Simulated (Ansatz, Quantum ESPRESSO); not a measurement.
# Lattice dynamics of GaN (F-43m) in two programs

How does GaN (F-43m) vibrate, and is this structure a minimum?

Main program and level: Quantum ESPRESSO 7.5; DFT LDA, scalar-relativistic, plane waves, JTH PAW pseudopotentials.

## (1) The structure

The structure is cubic, space group F-43m (No. 216). The conventional cell has a = 4.507 Å, b = 4.507 Å, c = 4.507 Å, α = 90.00°, β = 90.00°, γ = 90.00°. Nearest to Ga lie 4 N at 1.95 Å. Nearest to N lie 4 Ga at 1.95 Å. Farther neighbours and most contacts between anions are not listed.

Coordinates:

```
Ga N
1.0
    -2.25350    0.00000    2.25350
     0.00000    2.25350    2.25350
    -2.25350    2.25350    0.00000
Ga N
1 1
Direct
  0.00000 0.00000 0.00000
  0.75000 0.75000 0.75000
```

## (2) A first look

Before anything dear is run, a loose run with smearing shows whether this is a metal and how far the cell is from rest.

The input, probe.in:

```
&CONTROL
  calculation = 'scf'
  prefix      = 'x'
  outdir      = './tmp'
  pseudo_dir  = './pseudo'
  tprnfor     = .true.
  tstress     = .true.
  verbosity   = 'high'
/
&SYSTEM
  ibrav       = 2
  celldm(1)   = 8.51699795
  nat         = 2
  ntyp        = 2
  ecutwfc     = 50.0
  ecutrho     = 250.0
  occupations = 'smearing'
  smearing    = 'gaussian'
  degauss     = 0.01
/
&ELECTRONS
  conv_thr         = 1.0d-07
  mixing_beta      = 0.7
  electron_maxstep = 100
/
ATOMIC_SPECIES
 Ga     69.7230  Ga.upf
 N      14.0070  N.upf
ATOMIC_POSITIONS crystal
 Ga     0.000000000   0.000000000   0.000000000
 N      0.750000000   0.750000000   0.750000000
K_POINTS automatic
 8 8 8 0 0 0
```

The run is started by

```
$ OMP_NUM_THREADS=1 mpirun -n 4 pw.x -nk 4 -in probe.in > probe.out
```

What it wrote:

```text
[banners, grids, parts of the stress and lines that vanish by symmetry left out]
Program PWSCF v.7.5
     file Ga.upf: wavefunction(s)  0S 4P 0P 3D 0D renormalized
     file N.upf: wavefunction(s)  0S 0P renormalized
[...]
kinetic-energy cutoff     =      50.0000  Ry
     charge density cutoff     =     250.0000  Ry
     scf convergence threshold =      1.0E-07
[...]
Exchange-correlation= SLA PW NOGX NOGC
                           (   1   4   0   0   0   0   0)
[...]
24 Sym. Ops. (no inversion) found
[...]
(     0          1          0      )
                  (     0          0          1      )
[...]
(  0.0000000  1.0000000  0.0000000 )
                  (  0.0000000  0.0000000  1.0000000 )
[...]
(     1          0         -1      )
                  (     0          0         -1      )
[...]
(  0.0000000  1.0000000  0.0000000 )
[...]
(    -1          0          1      )
                  (    -1          0          0      )
[...]
(  0.0000000  0.0000000  1.0000000 )
                  (  0.0000000 -1.0000000  0.0000000 )
[...]
number of k points=    29  Gaussian smearing, width (Ry)=  0.0100
[...]
End of self-consistent calculation
[...]
the Fermi energy is    11.0730 ev
!    total energy              =    -299.90069856 Ry
[...]
convergence has been achieved in   8 iterations
[...]
atom    1 type  1   force =    -0.00000000   -0.00000000    0.00000000
     atom    2 type  2   force =     0.00000000    0.00000000   -0.00000000
[...]
Total force =     0.000000     Total SCF correction =     0.000000
[...]
total   stress  (Ry/bohr**3)                   (kbar)     P=      -60.83
[...]
XML data file, charge density, pseudopotentials, collected wavefunctions

   JOB DONE.
```

It took 4.5 s on 4 MPI ranks of Arm Neoverse N1, shared host.

Read from the output:

| Item | Value |
| --- | --- |
| volume per atom | 11.44 Å³ |
| pressure | -6.083 GPa |
| gap on the k-mesh | 1.726 eV |

A gap of 1.7 eV opens on this mesh, so the crystal is taken as an insulator; the start stands at -6.1 GPa.

## (3) Relaxation

The relaxation runs at a cutoff a fifth above that of the response, since stress converges more slowly with the basis than frequencies do. Forces and stress are brought to rest with tight thresholds.

The input, relax.in:

```
&CONTROL
  calculation   = 'vc-relax'
  prefix        = 'x'
  outdir        = './tmp'
  pseudo_dir    = './pseudo'
  tprnfor       = .true.
  tstress       = .true.
  forc_conv_thr = 2.0d-05
  etot_conv_thr = 1.0d-07
  nstep         = 40
/
&SYSTEM
  ibrav       = 2
  celldm(1)   = 8.51699795
  nat         = 2
  ntyp        = 2
  ecutwfc     = 60
  ecutrho     = 300.0
  occupations = 'fixed'
  nbnd        = 11
/
&ELECTRONS
  conv_thr         = 1.0d-11
  mixing_beta      = 0.7
  electron_maxstep = 100
/
&IONS
/
&CELL
  press_conv_thr = 0.2
/
ATOMIC_SPECIES
 Ga     69.7230  Ga.upf
 N      14.0070  N.upf
ATOMIC_POSITIONS crystal
 Ga     0.000000000   0.000000000   0.000000000
 N      0.750000000   0.750000000   0.750000000
K_POINTS automatic
 10 10 10 0 0 0
```

The run is started by

```
$ OMP_NUM_THREADS=1 mpirun -n 4 pw.x -nk 4 -in relax.in > relax.out
```

What it wrote:

```text
[banners, grids, parts of the stress and lines that vanish by symmetry left out]
[banner, memory and clock lines left out]
Program PWSCF v.7.5

[...]
kinetic-energy cutoff     =      60.0000  Ry
     charge density cutoff     =     300.0000  Ry
     scf convergence threshold =      1.0E-11
[...]
energy convergence thresh.=      1.0E-07
     force convergence thresh. =      2.0E-05
     press convergence thresh. =      2.0E-01
     Exchange-correlation= SLA PW NOGX NOGC
                           (   1   4   0   0   0   0   0)
[...]
24 Sym. Ops. (no inversion) found
[...]
number of k points=    47
[...]
End of self-consistent calculation
[...]
highest occupied, lowest unoccupied level (ev):    10.0915   11.8175
!    total energy              =    -299.90111966 Ry
[...]
convergence has been achieved in  12 iterations
[...]
atom    1 type  1   force =     0.00000000    0.00000000    0.00000000
     atom    2 type  2   force =    -0.00000000    0.00000000   -0.00000000
     Total force =     0.000000     Total SCF correction =     0.000000
[...]
total   stress  (Ry/bohr**3)                   (kbar)     P=      -62.66
[...]
number of bfgs steps    =   0
[...]
CELL_PARAMETERS (alat=  8.51699795)
[...]
ATOMIC_POSITIONS (crystal)
Ga               0.0000000000        0.0000000000       -0.0000000000
N                0.7500000000        0.7500000000        0.7500000000
[...]
New effective cutoffs (rho, wfc):  304.70   61.30
[...]
End of self-consistent calculation
[...]
highest occupied, lowest unoccupied level (ev):    10.6161   12.5504
!    total energy              =    -299.90223351 Ry
[...]
convergence has been achieved in  15 iterations
[...]
atom    1 type  1   force =     0.00000000    0.00000000   -0.00000000
     atom    2 type  2   force =    -0.00000000   -0.00000000    0.00000000
     Total force =     0.000000     Total SCF correction =     0.000000
[...]
total   stress  (Ry/bohr**3)                   (kbar)     P=       -2.73
[...]
number of bfgs steps    =   1
[...]
CELL_PARAMETERS (alat=  8.51699795)
[...]
ATOMIC_POSITIONS (crystal)
Ga              -0.0000000000       -0.0000000000        0.0000000000
N                0.7500000000        0.7500000000        0.7500000000
[...]
New effective cutoffs (rho, wfc):  304.99   61.35
[...]
End of self-consistent calculation
[...]
highest occupied, lowest unoccupied level (ev):    10.6400   12.5836
!    total energy              =    -299.90223538 Ry
[...]
convergence has been achieved in  13 iterations
[...]
atom    1 type  1   force =    -0.00000000    0.00000000   -0.00000000
     atom    2 type  2   force =     0.00000000   -0.00000000    0.00000000
     Total force =     0.000000     Total SCF correction =     0.000000
[...]
total   stress  (Ry/bohr**3)                   (kbar)     P=        0.17
[...]
number of bfgs steps    =   2
[...]
small trust_radius: resetting bfgs history
[...]
CELL_PARAMETERS (alat=  8.51699795)
[...]
ATOMIC_POSITIONS (crystal)
Ga              -0.0000000000       -0.0000000000        0.0000000000
N                0.7500000000        0.7500000000        0.7500000000
[...]
New effective cutoffs (rho, wfc):  304.97   61.35
[...]
End of self-consistent calculation
[...]
highest occupied, lowest unoccupied level (ev):    10.6386   12.5816
!    total energy              =    -299.90223539 Ry
[...]
convergence has been achieved in  12 iterations
[...]
atom    1 type  1   force =    -0.00000000   -0.00000000   -0.00000000
     atom    2 type  2   force =     0.00000000    0.00000000    0.00000000
     Total force =     0.000000     Total SCF correction =     0.000000
[...]
total   stress  (Ry/bohr**3)                   (kbar)     P=       -0.02
[...]
bfgs converged in   4 scf cycles and   3 bfgs steps
[...]
End of BFGS Geometry Optimization
     Final enthalpy           =    -299.9022353871 Ry
     File ./tmp/x.bfgs deleted, as requested
[...]
CELL_PARAMETERS (alat=  8.51699795)
[...]
ATOMIC_POSITIONS (crystal)
Ga              -0.0000000000       -0.0000000000        0.0000000000
N                0.7500000000        0.7500000000        0.7500000000
[...]
Final scf calculation at the relaxed structure.
[...]
kinetic-energy cutoff     =      60.0000  Ry
     charge density cutoff     =     300.0000  Ry
     scf convergence threshold =      1.0E-13
[...]
press convergence thresh. =      2.0E-01
     Exchange-correlation= SLA PW NOGX NOGC
                           (   1   4   0   0   0   0   0)
[...]
24 Sym. Ops. (no inversion) found
[...]
number of k points=    47
[...]
End of self-consistent calculation
[...]
highest occupied, lowest unoccupied level (ev):    10.6386   12.5816
!    total energy              =    -299.90221233 Ry
[...]
convergence has been achieved in  13 iterations
[...]
atom    1 type  1   force =    -0.00000000   -0.00000000    0.00000000
     atom    2 type  2   force =    -0.00000000   -0.00000000    0.00000000
     Total force =     0.000000     Total SCF correction =     0.000000
[...]
total   stress  (Ry/bohr**3)                   (kbar)     P=        0.25
[...]
XML data file, charge density, pseudopotentials, collected wavefunctions
```

Elapsed: 36 s, on 4 MPI ranks; 2.4 min of CPU time.

Relaxation path:

| step | energy less that of the first step (eV) | largest force (eV/Å) | pressure (GPa) | volume (Å³) |
| --- | --- | --- | --- | --- |
| 1 | 0.0000 | 0.0000 | -6.27 | 22.89 |
| 2 | -0.0152 | 0.0000 | -0.27 | 22.16 |
| 3 | -0.0152 | 0.0000 | 0.02 | 22.13 |
| 4 | -0.0152 | 0.0000 | 0.00 | 22.13 |
| 5 | -0.0149 | 0.0000 | 0.03 | 22.13 |

| conventional cell, symmetrised | before | after | change |
| --- | --- | --- | --- |
| a (Å) | 4.507 | 4.457 | -1.1 % |
| b (Å) | 4.507 | 4.457 | -1.1 % |
| c (Å) | 4.507 | 4.457 | -1.1 % |
| volume (Å³/atom) | 11.44 | 11.07 | -3.3 % |

The relaxed structure:

```cif
data_structure
_symmetry_space_group_name_H-M 'P 1'
_symmetry_Int_Tables_number 1
_cell_length_a 3.1516
_cell_length_b 3.1516
_cell_length_c 3.1516
_cell_angle_alpha 60.000
_cell_angle_beta 60.000
_cell_angle_gamma 60.000
_cell_volume 22.13
loop_
_atom_site_label
_atom_site_type_symbol
_atom_site_fract_x
_atom_site_fract_y
_atom_site_fract_z
_atom_site_occupancy
Ga1 Ga 0.00000 0.00000 0.00000 1
N2 N 0.75000 0.75000 0.75000 1
```

The last row of the table of steps is pw.x's closing run on a basis chosen anew for the final cell, so its energy can jump.

Read from the output:

| Property | Result |
| --- | --- |
| volume per atom | 11.07 Å³ |
| pressure | 0.02500 GPa |
| gap on the k-mesh | 1.943 eV |

The volume changes by -3.3 % from the cell with which this run began.

## (4) Self-consistent run for the response

Perturbation theory inherits every error of the wavefunctions, so the threshold is set near the limit of the arithmetic. With a gap, occupations are fixed, which also allows the response to an electric field.

The input, scf.in:

```
&CONTROL
  calculation = 'scf'
  prefix      = 'x'
  outdir      = './tmp'
  pseudo_dir  = './pseudo'
  tprnfor     = .true.
  tstress     = .true.
/
&SYSTEM
  ibrav       = 2
  celldm(1)   = 8.42250704
  nat         = 2
  ntyp        = 2
  ecutwfc     = 50.0
  ecutrho     = 250.0
  occupations = 'fixed'
  nbnd        = 11
/
&ELECTRONS
  conv_thr         = 1.0d-12
  mixing_beta      = 0.7
  electron_maxstep = 100
/
ATOMIC_SPECIES
 Ga     69.7230  Ga.upf
 N      14.0070  N.upf
ATOMIC_POSITIONS crystal
 Ga     0.000000000   0.000000000   0.000000000
 N      0.750000000   0.750000000   0.750000000
K_POINTS automatic
 12 12 12 0 0 0
```

The run is started by

```
$ OMP_NUM_THREADS=1 mpirun -n 4 pw.x -nk 4 -in scf.in > scf.out
```

What it wrote:

```text
[banners, grids, parts of the stress and lines that vanish by symmetry left out]
[banner, memory and clock lines left out]
Program PWSCF v.7.5

[...]
kinetic-energy cutoff     =      50.0000  Ry
     charge density cutoff     =     250.0000  Ry
     scf convergence threshold =      1.0E-12
[...]
Exchange-correlation= SLA PW NOGX NOGC
                           (   1   4   0   0   0   0   0)
[...]
24 Sym. Ops. (no inversion) found
[...]
number of k points=    72
[...]
End of self-consistent calculation
[...]
highest occupied, lowest unoccupied level (ev):    10.6385   12.5813
!    total energy              =    -299.90183321 Ry
[...]
convergence has been achieved in  13 iterations
[...]
atom    1 type  1   force =     0.00000000    0.00000000   -0.00000000
     atom    2 type  2   force =    -0.00000000    0.00000000    0.00000000
     Total force =     0.000000     Total SCF correction =     0.000000
[...]
total   stress  (Ry/bohr**3)                   (kbar)     P=       -3.12
[...]
XML data file, charge density, pseudopotentials, collected wavefunctions
```

Run time: 9.6 s. Hardware: 4 MPI ranks; 38 s of CPU time.

This step gave:

| Quantity | Value |
| --- | --- |
| pressure | -0.312 GPa |

The cell stands at -0.31 GPa, close enough for stiff modes, while soft ones can move.

(Part 1 of 4 ends here.)

[Host names and launcher messages were left out of these logs when they were recorded.]

[Logs are printed without paths, hosts, clocks, repeated set-up lines and the standing remarks that a program may print on its own settings, such as how far it seeks lower states.]

[Hosts, paths, dates, database ids (printed as entryN), source tags and the programs' standing remarks are cut or masked in the printed files.]
